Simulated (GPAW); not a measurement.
**Geometry or basis: what sets the conductance of a Mo chain with one H atom in line**

Aim: the conductance of a Mo chain with one H atom in line after relaxation, and whether geometry, basis or functional moves it most.

Method: GPAW LCAO, PAW setups; relaxation of the junction within the symmetry of its start, lead ends held, in the first sound run; inputs show where later runs differ, in GPAW 26.7.0.

This is a report of a sequence of runs, with most program output left out.

### 1. Starting point

The cell holds 17 atoms: 16 Mo and 1 H. Cell: a = 9.000 Å, b = 9.000 Å, c = 36.513 Å, α = 90.0°, β = 90.0°, γ = 90.0°. Regions: left lead, 8 atoms (8 Mo); channel, 1 atom (1 H); right lead, 8 atoms (8 Mo). Vacuum lies along a and b. The structure is stacked along c, and the current runs across the ab planes.

### 2. Relaxing the atoms

Transmission follows bond lengths closely, so the atoms between the held lead ends are relaxed first, within whatever symmetry the start has.

Input file run.py:

```python
import json
from ase import Atoms
from ase.constraints import FixAtoms
from ase.optimize import BFGS
from gpaw import GPAW, FermiDirac

device = Atoms(
    ['Mo', 'Mo', 'Mo', 'Mo', 'Mo', 'Mo', 'Mo', 'Mo', 'H', 'Mo', 'Mo', 'Mo', 'Mo', 'Mo', 'Mo', 'Mo', 'Mo'],
    positions=[
        [4.50000, 4.50000, 1.12500],
        [4.50000, 4.50000, 3.37500],
        [4.50000, 4.50000, 5.62500],
        [4.50000, 4.50000, 7.87500],
        [4.50000, 4.50000, 10.12500],
        [4.50000, 4.50000, 12.37500],
        [4.50000, 4.50000, 14.62500],
        [4.50000, 4.50000, 16.87500],
        [4.50000, 4.50000, 18.25640],
        [4.50000, 4.50000, 19.63780],
        [4.50000, 4.50000, 21.88780],
        [4.50000, 4.50000, 24.13780],
        [4.50000, 4.50000, 26.38780],
        [4.50000, 4.50000, 28.63780],
        [4.50000, 4.50000, 30.88780],
        [4.50000, 4.50000, 33.13780],
        [4.50000, 4.50000, 35.38780]],
    cell=[[9.0, 0.0, 0.0], [0.0, 9.0, 0.0], [0.0, 0.0, 36.5128]],
    pbc=True)

device.set_constraint(FixAtoms([0, 1, 2, 3, 4, 5, 6, 10, 11, 12, 13, 14, 15, 16]))
device.calc = GPAW(mode='lcao', basis='dzp', xc='PBE', h=0.18,
                   kpts={'size': (1, 1, 2), 'gamma': True},
                   symmetry={'tolerance': 1e-3, 'extra_ids': [1, 1, 1, 1, 1, 1, 1, 0, 0, 0, 1, 1, 1, 1, 1, 1, 1]},
                   occupations=FermiDirac(0.1), maxiter=250,
                   mixer=dict(beta=0.1, nmaxold=8, weight=100.0),
                   convergence=dict(density=0.0001), txt='relax.txt')
path = []
opt = BFGS(device, maxstep=0.15)
opt.attach(lambda: path.append((device.get_potential_energy(), device.positions.tolist(), device.get_forces().tolist())))
relaxed = bool(opt.run(fmax=0.05, steps=50))
json.dump(dict(relaxed=relaxed, path=path, positions=device.positions.tolist(), moments=device.get_magnetic_moments().tolist(),
               forces=device.get_forces(apply_constraint=False).tolist()), open('result.json', 'w'))
```

Started as:

```console
$ OMP_NUM_THREADS=1 OPENBLAS_NUM_THREADS=1 python run.py
```

Wall time 19 min (1 thread of Arm Neoverse V1, shared host); peak memory 2 GiB.

Relaxation path:

```
step  energy less that of the first step (eV)  largest force (eV/Å)
   1                                   0.0000                9.8779
   2                                  -2.1755                5.2203
   3                                  -2.7847                2.1583
   4                                  -2.8438                0.5163
   5                                  -2.8505                0.0469
```

The atoms that moved most (Å):

```
atom     dx     dy      dz  length
Mo10  0.000  0.000   0.256   0.256
 Mo8  0.000  0.000  -0.256   0.256
```

Final coordinates:

```cif
data_structure
_symmetry_space_group_name_H-M 'P 1'
_symmetry_Int_Tables_number 1
_cell_length_a 9.0000
_cell_length_b 9.0000
_cell_length_c 36.5128
_cell_angle_alpha 90.000
_cell_angle_beta 90.000
_cell_angle_gamma 90.000
_cell_volume 2957.54
loop_
_atom_site_label
_atom_site_type_symbol
_atom_site_fract_x
_atom_site_fract_y
_atom_site_fract_z
_atom_site_occupancy
Mo1 Mo 0.50000 0.50000 0.03081 1
Mo2 Mo 0.50000 0.50000 0.09243 1
Mo3 Mo 0.50000 0.50000 0.15406 1
Mo4 Mo 0.50000 0.50000 0.21568 1
Mo5 Mo 0.50000 0.50000 0.27730 1
Mo6 Mo 0.50000 0.50000 0.33892 1
Mo7 Mo 0.50000 0.50000 0.40054 1
Mo8 Mo 0.50000 0.50000 0.45516 1
H9 H 0.50000 0.50000 0.50000 1
Mo10 Mo 0.50000 0.50000 0.54484 1
Mo11 Mo 0.50000 0.50000 0.59946 1
Mo12 Mo 0.50000 0.50000 0.66108 1
Mo13 Mo 0.50000 0.50000 0.72270 1
Mo14 Mo 0.50000 0.50000 0.78432 1
Mo15 Mo 0.50000 0.50000 0.84594 1
Mo16 Mo 0.50000 0.50000 0.90757 1
Mo17 Mo 0.50000 0.50000 0.96919 1
```

The relaxation lowered the energy of the cell by 2.85 eV (energies extrapolated to zero smearing; the optimiser's log prints free energies). The largest force left on a free atom is 0.047 eV/Å.

### 3. Double-zeta polarised basis

The script solves lead and junction separately, takes H and S in the orbital basis, and joins semi-infinite leads through their self-energies; the dzp basis is the working standard.

This step: GPAW LCAO, PAW setups; Landauer transmission from Green's functions with principal layers (ASE), zero bias (GPAW 26.7.0).

Input file run.py:

```python
import json
import numpy as np
from ase import Atoms
from ase.transport.calculators import TransportCalculator
from gpaw import GPAW, FermiDirac
from gpaw.lcao.tools import get_lcao_hamiltonian
from scipy.linalg import eigh

# The junction with lead layers at both ends, along the third cell vector
device = Atoms(
    ['Mo', 'Mo', 'Mo', 'Mo', 'Mo', 'Mo', 'Mo', 'Mo', 'H', 'Mo', 'Mo', 'Mo', 'Mo', 'Mo', 'Mo', 'Mo', 'Mo'],
    positions=[
        [4.50000, 4.50000, 1.12500],
        [4.50000, 4.50000, 3.37500],
        [4.50000, 4.50000, 5.62500],
        [4.50000, 4.50000, 7.87500],
        [4.50000, 4.50000, 10.12500],
        [4.50000, 4.50000, 12.37500],
        [4.50000, 4.50000, 14.62500],
        [4.50000, 4.50000, 16.61929],
        [4.50000, 4.50000, 18.25640],
        [4.50000, 4.50000, 19.89351],
        [4.50000, 4.50000, 21.88780],
        [4.50000, 4.50000, 24.13780],
        [4.50000, 4.50000, 26.38780],
        [4.50000, 4.50000, 28.63780],
        [4.50000, 4.50000, 30.88780],
        [4.50000, 4.50000, 33.13780],
        [4.50000, 4.50000, 35.38780]],
    cell=[[9.0, 0.0, 0.0], [0.0, 9.0, 0.0], [0.0, 0.0, 36.5128]],
    pbc=True)

# One principal layer of the lead: the first 5 atoms of the device
lead = Atoms(
    ['Mo', 'Mo', 'Mo', 'Mo', 'Mo'],
    positions=[
        [4.50000, 4.50000, 1.12500],
        [4.50000, 4.50000, 3.37500],
        [4.50000, 4.50000, 5.62500],
        [4.50000, 4.50000, 7.87500],
        [4.50000, 4.50000, 10.12500]],
    cell=[[9.0, 0.0, 0.0], [0.0, 9.0, 0.0], [0.0, 0.0, 11.25]],
    pbc=True)

settings = dict(mode='lcao', basis='dzp', xc='PBE', h=0.2,
                occupations=FermiDirac(0.1), maxiter=250,
                mixer=dict(beta=0.1, nmaxold=8, weight=100.0),
                convergence=dict(density=0.0001))
energies = np.arange(-2, 2 + 1e-9, 0.025)
eta = 0.0001
n1, n2 = 1, 1
# k and -k transmit alike, so half of the mesh across the current serves
mesh = [(i, j) for i in range(n1) for j in range(n2) if (i, j) <= (-i % n1, -j % n2)]
weights = np.array([1 if (i, j) == (-i % n1, -j % n2) else 2 for i, j in mesh]) / (n1 * n2)


def ground_state(atoms, size, txt):
    atoms.calc = GPAW(kpts={'size': size, 'gamma': True}, symmetry={'tolerance': 1e-3}, txt=txt, **settings)
    atoms.get_potential_energy()
    return atoms.calc.get_fermi_level()


def blocks(atoms, fermi, points, nz, cells):
    """H - E_F S and S between cell 0 and the cells above it, at each point across the current."""
    kz = np.arange(nz) / nz
    calc = atoms.calc.fixed_density(kpts=[(*k, z) for k in points for z in kz], symmetry='off', txt=None)
    H, S = get_lcao_hamiltonian(calc)
    H = (H - fermi * S).reshape(len(H), len(points), nz, *S.shape[1:])
    S = S.reshape(H.shape[1:])
    phases = [np.exp(-2j * np.pi * kz * R) / nz for R in cells]
    return [(np.einsum('skzij,z->ksij', H, p), np.einsum('kzij,z->kij', S, p)) for p in phases]


def pair(a, b):
    return np.block([[a, b], [b.T.conj(), a]])


def count_channels(h, s, cells, nk=240):
    """Half the number of times that the lead's bands cross each energy, unfolded to its shortest repeat."""
    b = len(h) // cells
    bands = []
    for k in (np.arange(nk + 1) + 0.5) / nk:
        hk, sk = h[:b, :b].copy(), s[:b, :b].copy()
        for R in range(1, cells):
            phase, block = np.exp(2j * np.pi * k * R), slice(R * b, (R + 1) * b)
            hk += h[:b, block] * phase + (h[:b, block] * phase).T.conj()
            sk += s[:b, block] * phase + (s[:b, block] * phase).T.conj()
        w, u = eigh(sk)
        x = u[:, w > 1e-5] / w[w > 1e-5]**0.5  # drop near-dependent combinations
        bands.append(np.r_[eigh(x.T.conj() @ hk @ x, eigvals_only=True), [1e9] * (w <= 1e-5).sum()])
    below = np.array(bands)[:, :, None] < energies
    return (below[1:] != below[:-1]).sum((0, 1)) / 2


fermi_lead = ground_state(lead, (1, 1, 10), 'lead.txt')
fermi_device = ground_state(device, (1, 1, 2), 'device.txt')
T, channels, eigen, tail, misfit, shifts = [], [], [], 0.0, 0.0, []
for first in range(0, len(mesh), 384):
    points = [(i / n1, j / n2) for i, j in mesh[first:first + 384]]
    (H0k, S0k), (H1k, S1k), (H2k, _) = blocks(lead, fermi_lead, points, 5, range(3))
    [(Hk, Sk)] = blocks(device, fermi_device, points, 2, [0])
    tail = max(tail, abs(H2k).max())
    for H0, S0, H1, S1, H, S in zip(H0k, S0k, H1k, S1k, Hk, Sk):
        n = len(S0)
        # Shift the lead onto the potential of the device's first layer
        shift = ((H[:, 0, 0] - H0[:, 0, 0]) / S0[0, 0]).real.mean()
        shifts.append(shift)
        misfit = max(misfit, abs(H[:, :n, :n] - H0 - shift * S0).max())
        Tk, Ck, Ek = [], [], []
        for s in range(len(H)):
            t = s % len(H0)  # a lead without moments serves both spins
            h1, s1 = pair(H0[t] + shift * S0, H1[t] + shift * S1), pair(S0, S1)
            leads = dict(h1=h1, s1=s1, energies=energies, eta=eta, eta1=eta, eta2=eta)
            calc = TransportCalculator(h=H[s], s=S, eigenchannels=3, **leads)
            Tk.append(calc.get_transmission())
            Ek.append(np.sort(calc.eigenchannels_ne, axis=0)[::-1])
            Ck.append(count_channels(h1, s1, 10))
        T.append(Tk)
        channels.append(Ck)
        eigen.append(Ek)
T, channels = np.array(T), np.array(channels)
mean, open_channels = np.einsum('kse,k->se', T, weights), np.einsum('kse,k->se', channels, weights)

print(f'basis functions: device {len(S)}, principal layer {n}')
print(f'Fermi level: lead {fermi_lead:.4f} eV, device {fermi_device:.4f} eV; lead shifted by {np.mean(shifts):.4f} eV')
print(f'largest coupling past the next layer {tail:.2e} eV, largest misfit of the first layer {misfit:.3f} eV')
print('  E-E_F (eV)   ' + 'T (one spin)  channels')
for e, t, c in zip(energies, mean.T, open_channels.T):
    print(f'{e:10.3f}  ', *[f'{x:11.4e}' for x in t], *[f'{x:9.4f}' for x in c])

kT = 8.617333e-5 * 300
fine = np.linspace(energies[0], energies[-1], 4001)
both = np.exp(np.interp(fine, energies, np.log(np.maximum(mean.sum(0) * 2 / len(mean), 1e-30))))
fermi = lambda mu: 1 / (1 + np.exp(np.clip((fine - mu) / kT, -200, 200)))
slope = fermi(0) * (1 - fermi(0)) / kT
G = np.trapezoid(both * slope, fine) / 2
seebeck = -np.trapezoid(both * slope * fine, fine) / (2 * G * 300) * 1e6
print(f'conductance at 300 K: {G:.5g} G0 a cell; thermopower {seebeck:.4g} uV/K')
bias = [0.1, 0.2, 0.5, 1.0, 1.5, 2.0]
current = [38.74 * np.trapezoid(both * (fermi(V / 2) - fermi(-V / 2)), fine) for V in bias]
for V, I in zip(bias, current):
    print(f'current from the zero-bias T(E) at {V} V: {I:.5g} uA')
zero = abs(energies).argmin()
json.dump(dict(energies=energies.tolist(), T=mean.tolist(), channels=open_channels.tolist(), G=G, seebeck=seebeck,
               bias=bias, current=current, tail=tail, misfit=misfit, shift=np.mean(shifts), n_device=len(S), n_lead=n,
               fermi=[fermi_lead, fermi_device], energy=device.get_potential_energy(),
               moments=device.get_magnetic_moments().tolist(), mesh=mesh, weights=weights.tolist(),
               T_k=T[:, :, zero].tolist(), eigen=np.array(eigen[0]).tolist()), open('result.json', 'w'))
```

The job ended after 5 min (1 thread; peak memory 1.5 GiB).

This step gave:

```yaml
conductance: 0.7362 G₀
largest_coupling_past_the_next_principal_layer: 2.80e-5 eV
largest_misfit_of_the_first_principal_layer: 0.1267 eV
shift_that_aligns_the_lead: -0.01040 eV
basis_functions_of_the_junction: 469
basis_functions_of_a_principal_layer: 145
transmission_at_the_fermi_level_one_spin: 0.7361
```

One spin. The transmission, zone mean by energy, zero at the Fermi level:

```
energy (eV)  transmission, zone mean
     -2.000                    0.471
     -1.800                   0.0898
     -1.600                    0.137
     -1.500                    0.912
     -1.400                    0.319
     -1.200                    0.394
     -1.000                    0.435
     -0.800                    0.484
     -0.600                    0.542
     -0.400                    0.597
     -0.200                    0.663
      0.000                    0.736
      0.200                    0.813
      0.400                    0.897
      0.600                    0.991
      0.800                     1.10
      1.000                     1.24
      1.200                     1.47
      1.325                     1.76
      1.400                     1.58
      1.600                     1.98
      1.800                     2.85
      1.825                     2.86
      2.000                     1.00
```

Not self-consistent under bias; the bias window is split evenly. Table of current through one cell, from the zero-bias transmission by bias:

```
bias (V)  current through one cell, from the zero-bias transmission (μA)
   0.100                                                            5.70
   0.200                                                            11.4
   0.500                                                            28.6
   1.000                                                            57.5
   1.500                                                            87.4
   2.000                                                             119
```

The transmission of the three most open eigenchannels by energy, zero at the Fermi level:

```
energy (eV)  channel 1  channel 2  channel 3
     -2.000      0.412     0.0293     0.0293
     -1.800     0.0303     0.0303     0.0292
     -1.600     0.0726     0.0321     0.0321
     -1.400      0.207     0.0404     0.0355
     -1.200      0.275     0.0412     0.0412
     -1.000      0.300     0.0498     0.0498
     -0.800      0.314     0.0614     0.0614
     -0.600      0.326     0.0757     0.0757
     -0.400      0.344     0.0914     0.0914
     -0.200      0.368      0.107      0.107
      0.000      0.393      0.123      0.123
      0.200      0.417      0.141      0.141
      0.400      0.442      0.161      0.161
      0.600      0.466      0.187      0.187
      0.800      0.486      0.219      0.219
      1.000      0.502      0.263      0.263
      1.200      0.515      0.324      0.324
      1.400      0.528      0.420      0.420
      1.600      0.587      0.587      0.545
      1.800      0.981      0.981      0.565
      2.000      0.589      0.412     1.1e-4
```

Couplings past the next layer reach 2.8e-5 eV, small enough to drop; the matrix elements of the cell's first layer differ from the bulk lead's by up to 0.13 eV. That layer keeps its own values in the calculation, and only beyond it is the lead taken as perfect. The Fermi levels of lead and junction count from different zeros of potential, one for each periodic cell; with both set to zero, the small remaining shift is what aligns them. By hand: G = 0.7362 × 77.48 μS = 57.0 μS, a resistance of 17.5 kΩ; at 0.1 V a linear junction would pass 5.70 μA, and the integral over the bias window gives 5.70 μA.

### 4. GPAW, szp: basis = "szp(dzp)"

One radial function a shell plus polarisation makes the matrices smaller; the question is what that costs.

Changes to run.py since step 3:

```diff
@@ -44,3 +44,3 @@
 
-settings = dict(mode='lcao', basis='dzp', xc='PBE', h=0.2,
+settings = dict(mode='lcao', basis='szp(dzp)', xc='PBE', h=0.2,
                 occupations=FermiDirac(0.1), maxiter=250,
```

Run time: 2.6 min. Hardware: 1 thread; peak memory 1.4 GiB.

Numbers from this step:

```
conductance                                    : 0.7116 G₀
largest coupling past the next principal layer : 2.79e-5 eV
largest misfit of the first principal layer    : 0.1206 eV
shift that aligns the lead                     : -0.01319 eV
basis functions of the junction                : 260
basis functions of a principal layer           : 80
transmission at the Fermi level (one spin)     : 0.7116
```

One spin. Table of transmission, zone mean by energy, zero at the Fermi level:

energy (eV), transmission, zone mean and a bar:
```
   -2.000       0.73 ########
   -1.900       0.61 #######
   -1.800       0.45 #####
   -1.700       0.27 ###
   -1.600       0.12 #
   -1.500       0.07 
   -1.400       0.11 #
   -1.300       0.21 ##
   -1.200       0.33 ###
   -1.100       0.36 ####
   -1.000       0.40 ####
   -0.900       0.44 #####
   -0.800       0.47 #####
   -0.700       0.50 ######
   -0.600       0.52 ######
   -0.500       0.55 ######
   -0.400       0.57 ######
   -0.300       0.60 #######
   -0.200       0.64 #######
   -0.100       0.67 ########
    0.000       0.71 ########
    0.100       0.75 #########
    0.200       0.79 #########
    0.300       0.83 ##########
    0.400       0.87 ##########
    0.500       0.92 ###########
    0.600       0.96 ###########
    0.700       1.01 ############
    0.800       1.07 #############
    0.900       1.13 ##############
    1.000       1.21 ##############
    1.100       1.31 ################
    1.200       1.52 ##################
    1.275       1.86 #######################
    1.300       1.33 ################
    1.400       1.42 #################
    1.500       1.53 ###################
    1.600       1.66 ####################
    1.700       1.80 ######################
    1.800       1.96 ########################
    1.900       2.15 ##########################
    2.000       2.43 ##############################
```

Not self-consistent under bias; the bias window is split evenly. Current through one cell, from the zero-bias transmission against bias:

```
bias (V)  current through one cell, from the zero-bias transmission (μA)
   0.100                                                            5.51
   0.200                                                            11.0
   0.500                                                            27.6
   1.000                                                            55.6
   1.500                                                            84.5
   2.000                                                             115
```

Transmission of the three most open eigenchannels against energy, zero at the Fermi level:

```
energy (eV)  channel 1  channel 2  channel 3
     -2.000      0.676     0.0278     0.0278
     -1.900      0.557     0.0284     0.0284
     -1.800      0.393     0.0292     0.0292
     -1.700      0.205     0.0302     0.0302
     -1.600     0.0545     0.0316     0.0316
     -1.500     0.0334     0.0334     8.1e-6
     -1.400     0.0365     0.0356     0.0356
     -1.300     0.0927     0.0385     0.0384
     -1.200      0.215     0.0418     0.0418
     -1.100      0.241     0.0459     0.0459
     -1.000      0.267     0.0505     0.0505
     -0.900      0.293     0.0558     0.0558
     -0.800      0.309     0.0616     0.0616
     -0.700      0.317     0.0678     0.0678
     -0.600      0.323     0.0745     0.0745
     -0.500      0.329     0.0814     0.0814
     -0.400      0.339     0.0886     0.0886
     -0.300      0.351     0.0959     0.0959
     -0.200      0.365      0.103      0.103
     -0.100      0.379      0.111      0.111
      0.000      0.393      0.119      0.119
      0.100      0.406      0.127      0.127
      0.200      0.418      0.136      0.136
      0.300      0.429      0.145      0.145
      0.400      0.440      0.155      0.155
      0.500      0.452      0.166      0.166
      0.600      0.464      0.177      0.177
      0.700      0.476      0.190      0.190
      0.800      0.488      0.204      0.204
      0.900      0.499      0.219      0.219
      1.000      0.509      0.237      0.237
      1.100      0.518      0.257      0.257
      1.200      0.526      0.281      0.281
      1.300      0.534      0.310      0.310
      1.400      0.541      0.345      0.345
      1.500      0.548      0.387      0.387
      1.600      0.556      0.437      0.437
      1.700      0.564      0.493      0.493
      1.800      0.573      0.555      0.555
      1.900      0.628      0.628      0.583
      2.000      0.744      0.744      0.594
```

The conductance, 0.712 G₀, lies 3.3 % below that of the dzp run.

(Continued in part 2 of 2.)

[Logs are printed without paths, hosts, clocks, repeated set-up lines and the standing remarks that a program may print on its own settings, such as how far it seeks lower states.]

[Hosts, paths, dates, database ids (printed as entryN), source tags and the programs' standing remarks are cut or masked in the printed files.]
